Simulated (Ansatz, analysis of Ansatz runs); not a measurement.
# CsLiBr2 (P4/nmm), nudged elastic band: Zn_i hop between interstitial places (q = +2), part 4 of 4

Wanted: path and barrier of a jump of Zn in CsLiBr2 (P4/nmm) at charge +2. The case: Zn_i hop between interstitial places, in a cell of 32 host atoms with 1 Zn put in.

Ansatz 0.2.0; plane-wave PAW DFT, PBEsol; nudged elastic band between two relaxed defect structures at fixed charge in a uniform background.

So far, barrier forward (eV): step 4 (nudged elastic band, charge +2) 1.69.

## 5. Band with another choice: stiff springs

Springs set the spacing of the images; the test is whether stiffer ones move the top.

This step: plane-wave PAW DFT, PBEsol; nudged elastic band between two relaxed defect structures at fixed charge in a uniform background.

The input, qp2.try0/input.yaml:

```yaml
crystal:
  lattice:
    - [-5.10743539, 5.10743539, 9.811082]
    - [5.10743539, -5.10743539, 9.811082]
    - [5.10743539, 5.10743539, -9.811082]
  atoms:
    - { symbol: Cs, position: [0.41770712, 0.13745289, 0.28044259] }
    - { symbol: Cs, position: [0.40590785, 0.65178373, 0.7544105] }
    - { symbol: Cs, position: [0.85699584, 0.13748575, 0.71979185] }
    - { symbol: Cs, position: [0.89733336, 0.65169628, 0.24580043] }
    - { symbol: Cs, position: [0.36215678, 0.08180711, 0.71945913] }
    - { symbol: Cs, position: [0.36221518, 0.64273465, 0.2803415] }
    - { symbol: Cs, position: [0.84802656, 0.09384813, 0.24567158] }
    - { symbol: Cs, position: [0.84800551, 0.60229025, 0.75411033] }
    - { symbol: Li, position: [0.03785095, 0.28033797, 0.24241201] }
    - { symbol: Li, position: [0.03784302, 0.79567629, 0.75772476] }
    - { symbol: Li, position: [0.54286452, 0.30048906, 0.75752008] }
    - { symbol: Li, position: [0.54294045, 0.78560996, 0.24265465] }
    - { symbol: Li, position: [0.21971062, 0.46215758, 0.75772032] }
    - { symbol: Li, position: [0.19896293, 0.95673259, 0.24231254] }
    - { symbol: Li, position: [0.70413672, 0.4620937, 0.24219917] }
    - { symbol: Li, position: [0.71415016, 0.9567288, 0.75750868] }
    - { symbol: Br, position: [0.11916103, 0.31825808, 0.80096184] }
    - { symbol: Br, position: [0.07286395, 0.83101825, 0.24176452] }
    - { symbol: Br, position: [0.51719025, 0.31824785, 0.19895282] }
    - { symbol: Br, position: [0.58907345, 0.83103506, 0.75799493] }
    - { symbol: Br, position: [0.18153975, 0.38065005, 0.19913571] }
    - { symbol: Br, position: [0.18146755, 0.9825614, 0.80102681] }
    - { symbol: Br, position: [0.66853467, 0.426613, 0.75800622] }
    - { symbol: Br, position: [0.6686423, 0.9107879, 0.24223718] }
    - { symbol: Br, position: [0.00015642, 0.00039691, -4.345e-05] }
    - { symbol: Br, position: [0.00079444, 0.50084317, 0.50010289] }
    - { symbol: Br, position: [0.49988131, -7.637e-05, 0.50008551] }
    - { symbol: Br, position: [0.49958425, 0.49982225, -2.514e-05] }
    - { symbol: Br, position: [0.247505, 0.25163316, 0.49989067] }
    - { symbol: Br, position: [0.24758496, 0.74781424, -0.0039695] }
    - { symbol: Br, position: [0.75161691, 0.25175408, 0.00416709] }
    - { symbol: Br, position: [0.75163833, 0.74761605, 0.49999778] }
    - { symbol: Zn, position: [0.24980469, 0.24993549, 2.359e-05] }
total_charge: 2
basis:
  ecutwfc: 420
  xc_grid: 2
hamiltonian:
  xc: pbesol
kpoints:
  mp_grid: { grid: [1, 1, 1], shift: [0.25, 0.25, 0.25] }
scf:
  occupations: { method: fermi_dirac, width: 0.01 }
  max_iter: 100
output:
  forces: true
neb:
  images: 3
  f_tol: 0.05
  climbing: true
  initial_path: idpp
  max_iterations: 30
  order_check: false
  spring: 10.0
  final_atoms:
    - { symbol: Cs, position: [0.40228242, 0.15646801, 0.25527557] }
    - { symbol: Cs, position: [0.40234545, 0.64861314, 0.74737949] }
    - { symbol: Cs, position: [0.88809135, 0.16824774, 0.78200575] }
    - { symbol: Cs, position: [0.8880524, 0.60751123, 0.22134803] }
    - { symbol: Cs, position: [0.3930567, 0.11305031, 0.78118676] }
[... 1 atom line left out ...]
    - { symbol: Cs, position: [0.83208148, 0.11277472, 0.22052039] }
[... 5 atom lines left out ...]
    - { symbol: Li, position: [0.21266017, 0.45537158, 0.74363301] }
[... 3 atom lines left out ...]
    - { symbol: Br, position: [0.06862902, 0.26783414, 0.69979532] }
    - { symbol: Br, position: [0.06862776, 0.87005801, 0.3020931] }
    - { symbol: Br, position: [0.58114011, 0.33980571, 0.25867103] }
[... 1 atom line left out ...]
    - { symbol: Br, position: [0.17728835, 0.41905038, 0.25972011] }
    - { symbol: Br, position: [0.13093483, 0.93204331, 0.70032102] }
[... 1 atom line left out ...]
    - { symbol: Br, position: [0.73305723, 0.93185891, 0.30260543] }
[... 8 atom lines left out ...]
    - { symbol: Zn, position: [0.00049695, 0.00043821, -0.49865486] }
```

On the command line:

```sh
$ ansatz run input.yaml --threads 4 --pin off --max-ram 7536MiB --backend cpu --events-out ev --progress --plain --runs-dir out
```

Numbers of over 12 decimals in the logs are rounded to 6 here.

The log of the run:

```text
[...]
parallel-image band execution: 3 concurrent image workers
NEB image 0
Crystal: 33 atoms, lattice volume = 1023.723 Å³
Basis set: ecut = 420 eV, 20049 PW (Γ), exchange–correlation on 180×180×180 points (8 copies of the dense FFT grid, shifted against one another)
Bands: 142, of which v1, the nominal top of the filled ones, is band 109 counted from 1 (108 counted from 0)
Symmetry: 1 space group operations
k-points: 1
[...]
SCF iter   1: F=—  HF=-93436.654957 eV  |F-HF|=—  |Δ(HF+E_count)|=         —  Δρ=8.42e-3  dr2=8.13e-1  ethr=1.77e-3  ⟨swp⟩=8.0  Hψ=716  notcnv=0  defer=14
[...]
SCF iter   9: F=-93436.364048 eV  HF=-93436.364048 eV  |F-HF|=5.45e-8  |Δ(HF+E_count)|=   8.98e-7  Δρ=1.89e-6  dr2=5.34e-8  ethr=4.59e-11  ⟨swp⟩=5.0  Hψ=522  notcnv=0
SCF 1 converged in 9 iterations: F = -93436.364048 eV  dr2 = 5.34e-8
[...]
NEB image 4
[...]
SCF 2 converged in 9 iterations: F = -93436.363789 eV  dr2 = 5.00e-8
[...]
NEB end point (image 0): max|allowed force component| = 3.476e-3 eV/Å (the criterion of neb.relax_end_points is 1.000e-2)
NEB end point (image 4): max|allowed force component| = 1.239e-2 eV/Å (the criterion of neb.relax_end_points is 1.000e-2)
NEB image 1
[...]
SCF 3 converged in 9 iterations: F = -93435.132926 eV  dr2 = 7.49e-8
NEB image 2
[...]
cell:  # Å, volume = 1023.7235 Å³
    - [-5.10743539, 5.10743539, 9.811082]
    - [5.10743539, -5.10743539, 9.811082]
    - [5.10743539, 5.10743539, -9.811082]
  atoms:
    - { symbol: Cs, position: [0.408649, 0.152238, 0.265779] }
    - { symbol: Cs, position: [0.411380, 0.646932, 0.750755] }
    - { symbol: Cs, position: [0.856375, 0.149966, 0.750829] }
    - { symbol: Cs, position: [0.893542, 0.637124, 0.235556] }
    - { symbol: Cs, position: [0.400394, 0.100128, 0.750433] }
    - { symbol: Cs, position: [0.353243, 0.615287, 0.266382] }
    - { symbol: Cs, position: [0.837388, 0.099384, 0.234624] }
    - { symbol: Cs, position: [0.839376, 0.603153, 0.750468] }
    - { symbol: Li, position: [0.046411, 0.292562, 0.250837] }
    - { symbol: Li, position: [0.021935, 0.775184, 0.750569] }
    - { symbol: Li, position: [0.538693, 0.303791, 0.750679] }
    - { symbol: Li, position: [0.546394, 0.792460, 0.250568] }
    - { symbol: Li, position: [0.227744, 0.471769, 0.750618] }
    - { symbol: Li, position: [0.203153, 0.960186, 0.253702] }
    - { symbol: Li, position: [0.699869, 0.456959, 0.247331] }
    - { symbol: Li, position: [0.714528, 0.947163, 0.750495] }
    - { symbol: Br, position: [0.082117, 0.314235, 0.750483] }
    - { symbol: Br, position: [0.085471, 0.857083, 0.286522] }
    - { symbol: Br, position: [0.549098, 0.320927, 0.214159] }
    - { symbol: Br, position: [0.584619, 0.826948, 0.750494] }
    - { symbol: Br, position: [0.165379, 0.403825, 0.228430] }
    - { symbol: Br, position: [0.172741, 0.933969, 0.750644] }
    - { symbol: Br, position: [0.668711, 0.422968, 0.750680] }
    - { symbol: Br, position: [0.688060, 0.926292, 0.273410] }
[...]
- { symbol: Br, position: [0.252607, 0.253953, 0.501500] }
    - { symbol: Br, position: [0.245875, 0.745954, -0.002663] }
    - { symbol: Br, position: [0.754048, 0.253646, 0.005807] }
    - { symbol: Br, position: [0.749451, 0.746925, 0.500504] }
    - { symbol: Zn, position: [0.131959, 0.123781, -0.249469] }
[key lines of the parts left out:]
SCF converged after 7 iterations
Free energy (F): -93434.672608 eV
Fermi energy:    3.708679 eV
```

Run time: 98 s. Hardware: 4 threads of Intel Xeon 6975P-C (Granite Rapids), shared host; peak memory 3.7 GiB.

The change under test: stiff springs; step limits can differ too, as the input shows.

The path, image by image:

```csv
image,path (Å),energy (eV),"Zn33: x, y, z (Å)"
0,0.000,0.0000,"0.001, -0.001, 4.903"
1,1.203,0.7650,"-0.676, -0.451, 5.061"
2,2.405,1.6914,"-1.316, -1.232, 4.957"
3,3.605,0.7690,"-2.095, -1.872, 5.059"
4,4.805,0.0003,"-2.547, -2.547, 4.902"
```

Read from the output:

* free energy: -93434.6726 eV
* barrier forward: 1.691 eV
* barrier backward: 1.691 eV
* end less start: 2.60e-4 eV
* hop length: 3.602 Å

Track of the atom that was set to move:

```csv
image,x (Å),y (Å),z (Å),nearest neighbour,distance (Å)
0,0.001,-0.001,4.903,Br,2.436
1,-0.676,-0.451,5.061,Br,2.32
2,-1.316,-1.232,4.957,Br,2.217
3,-2.095,-1.872,5.059,Br,2.319
4,-2.547,-2.547,4.902,Br,2.436
```

This gives 1.691 eV against the band's 1.691 eV, in 7 iterations against 7.

## 6. Band with another choice: a cutoff far too low

This step: plane-wave PAW DFT, PBEsol; nudged elastic band between two relaxed defect structures at fixed charge in a uniform background.

qp2.try1/input.yaml, as its differences from qp2.try0/input.yaml of step 5:

```diff
@@ -41,3 +41,3 @@
 basis:
-  ecutwfc: 420
+  ecutwfc: 180
   xc_grid: 2
@@ -57,5 +57,4 @@
   initial_path: idpp
-  max_iterations: 30
+  max_iterations: 15
   order_check: false
-  spring: 10.0
   final_atoms:
```

The log of the run:

```text
[...]
Warning: basis.ecutwfc = 180 eV is below the records' recommended 420 eV, and the density's cutoff is lower with it unless basis.ecutrho_ratio is high enough to keep the records' density cutoff: compare with a run at a higher cutoff
[...]
parallel-image band execution: 3 concurrent image workers
NEB image 0
Crystal: 33 atoms, lattice volume = 1023.723 Å³
Basis set: ecut = 180 eV, 5597 PW (Γ), exchange–correlation on 108×108×108 points (8 copies of the dense FFT grid, shifted against one another)
Bands: 142, of which v1, the nominal top of the filled ones, is band 109 counted from 1 (108 counted from 0)
Symmetry: 1 space group operations
k-points: 1
[...]
SCF iter   1: F=—  HF=-93395.594383 eV  |F-HF|=—  |Δ(HF+E_count)|=         —  Δρ=1.61e-2  dr2=1.36e0  ethr=1.77e-3  ⟨swp⟩=8.0  Hψ=707  notcnv=0  defer=6
[...]
SCF iter   9: F=-93392.606064 eV  HF=-93392.606064 eV  |F-HF|=3.15e-8  |Δ(HF+E_count)|=   3.82e-7  Δρ=9.15e-7  dr2=1.70e-8  ethr=4.59e-11  ⟨swp⟩=4.0  Hψ=430  notcnv=0
SCF 1 converged in 9 iterations: F = -93392.606064 eV  dr2 = 1.70e-8
[...]
NEB image 4
[...]
SCF 2 converged in 9 iterations: F = -93392.605596 eV  dr2 = 1.83e-8
[...]
NEB end point (image 0): max|allowed force component| = 4.658e-2 eV/Å (the criterion of neb.relax_end_points is 1.000e-2)
NEB end point (image 4): max|allowed force component| = 4.672e-2 eV/Å (the criterion of neb.relax_end_points is 1.000e-2)
NEB image 1
[...]
cell:  # Å, volume = 1023.7235 Å³
    - [-5.10743539, 5.10743539, 9.811082]
    - [5.10743539, -5.10743539, 9.811082]
    - [5.10743539, 5.10743539, -9.811082]
  atoms:
    - { symbol: Cs, position: [0.407722, 0.151819, 0.265314] }
    - { symbol: Cs, position: [0.411065, 0.646826, 0.750718] }
    - { symbol: Cs, position: [0.857252, 0.149944, 0.750774] }
    - { symbol: Cs, position: [0.893061, 0.637164, 0.235985] }
    - { symbol: Cs, position: [0.401911, 0.100074, 0.750494] }
    - { symbol: Cs, position: [0.351940, 0.616185, 0.266103] }
    - { symbol: Cs, position: [0.836405, 0.100600, 0.234962] }
    - { symbol: Cs, position: [0.840032, 0.602841, 0.750457] }
    - { symbol: Li, position: [0.046748, 0.293341, 0.251026] }
    - { symbol: Li, position: [0.022708, 0.775630, 0.750593] }
    - { symbol: Li, position: [0.538466, 0.305256, 0.750663] }
    - { symbol: Li, position: [0.546473, 0.793009, 0.250347] }
    - { symbol: Li, position: [0.226822, 0.471522, 0.750601] }
    - { symbol: Li, position: [0.202311, 0.960680, 0.254722] }
    - { symbol: Li, position: [0.698065, 0.456465, 0.246333] }
    - { symbol: Li, position: [0.715353, 0.945787, 0.750517] }
    - { symbol: Br, position: [0.083085, 0.313010, 0.750526] }
    - { symbol: Br, position: [0.085420, 0.860909, 0.291833] }
    - { symbol: Br, position: [0.543919, 0.319539, 0.209059] }
    - { symbol: Br, position: [0.585111, 0.826459, 0.750529] }
    - { symbol: Br, position: [0.165419, 0.405126, 0.229715] }
    - { symbol: Br, position: [0.174599, 0.931609, 0.750603] }
    - { symbol: Br, position: [0.669021, 0.423182, 0.750653] }
    - { symbol: Br, position: [0.686633, 0.926213, 0.271919] }
[...]
- { symbol: Br, position: [0.252158, 0.253968, 0.501805] }
    - { symbol: Br, position: [0.245346, 0.745682, -0.003007] }
    - { symbol: Br, position: [0.754383, 0.253789, 0.006389] }
    - { symbol: Br, position: [0.749988, 0.746914, 0.500559] }
    - { symbol: Zn, position: [0.138249, 0.121714, -0.249486] }
[key lines of the parts left out:]
SCF converged after 6 iterations
Free energy (F): -93390.801706 eV
Fermi energy:    3.655908 eV
```

It took 28 s on 4 threads; peak memory 1.3 GiB.

The band ended, but on a faulty input (a cutoff far too low), so its numbers are not taken as the defect's.

Its highest image lies 1.80 eV above the start; the sound band gave 1.69 eV.

Cause: the basis is far too small for these potentials. Fix: go back to the recommended cutoff.

## 7. Outcome

```json
{"barrier forward": "1.69 eV", "barrier backward": "1.69 eV", "end less start": "0.00 eV", "hop length": "3.60 Å", "band iterations, as the log counts them": "7"}
```

In words: The top of the band lies 1.69 eV above the start and 1.69 eV above the end, which are alike in energy and neighbours. With an assumed prefactor of 1e13 per second it gives one hop a second along this one path at about 660 K; whether such hops link up through the crystal wasn't checked. At the top Zn33 stands 2.22 Å from its nearest Br, 0.22 Å closer than at the start. No image-charge correction is applied; it largely cancels along a path if the charge stays localised alike. Keep in mind: one k-point off the zone centre stands for the whole zone; spin–orbit coupling, which can matter with heavy atoms, is left out.

[Logs are printed without paths, hosts, clocks, repeated set-up lines and the standing remarks that a program may print on its own settings, such as how far it seeks lower states.]

[Hosts, paths, dates, database ids (printed as entryN), source tags and the programs' standing remarks are cut or masked in the printed files.]
